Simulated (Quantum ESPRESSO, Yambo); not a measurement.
A convergence test on Al2O3 (Corundum).

```xyz
10
Lattice="2.3802 1.3742 4.3319 -2.3802 1.3742 4.3319 0.0000 -2.7485 4.3319" Properties=species:S:1:pos:R:3 pbc="T T T"
Al    0.0000    0.0000    4.5765
Al    0.0000    0.0000    1.9213
Al    0.0000    0.0000    8.4191
Al    0.0000    0.0000   11.0743
O    -0.9203    1.3742    7.5808
O    -0.7300   -1.4841    7.5808
O     1.6503    0.1099    7.5808
O     0.9203   -1.3742    5.4148
O     0.7300    1.4841    5.4148
O    -1.6503   -0.1099    5.4148
```

The cell and positions come from the Crystallography Open Database and are kept as given unless a step says otherwise.

Program: Yambo 5.3.0; PBE start, 4×4×4 mesh, Godby-Needs plasmon pole.

| bands | screening cutoff (eV) | gap on the mesh (eV) |
| --- | --- | --- |
| 113 | 122.5 | 8.449 |
| 378 | 122.5 | 8.502 |
| 113 | 204.1 | 8.478 |

Q: If the two steps added up, what gap would 378 bands at 204.1 eV give? Do they add up?

From the first row, the second adds +0.053 eV and the third +0.029 eV, so the sum predicts 8.449 +0.053 +0.029 = 8.531 eV. The run gave 8.589 eV, +0.058 eV from that. They don't add up: at the higher cutoff the same bands are worth +0.111 eV. High empty states act through short-wavelength screening, so a band sum at a low cutoff levels off early.

Limits: not at the basis limit.

[Paths, hosts, dates, memory and timing lines, banners, echoed tables and standing remarks are left out of the program output.]

[Logs are printed without paths, hosts, clocks, repeated set-up lines and the standing remarks that a program may print on its own settings, such as how far it seeks lower states.]

[Runs of the session that timed out or met a known fault of the program may be left out.]

[Hosts, paths, dates, database ids (printed as entryN), source tags and the programs' standing remarks are cut or masked in the printed files.]
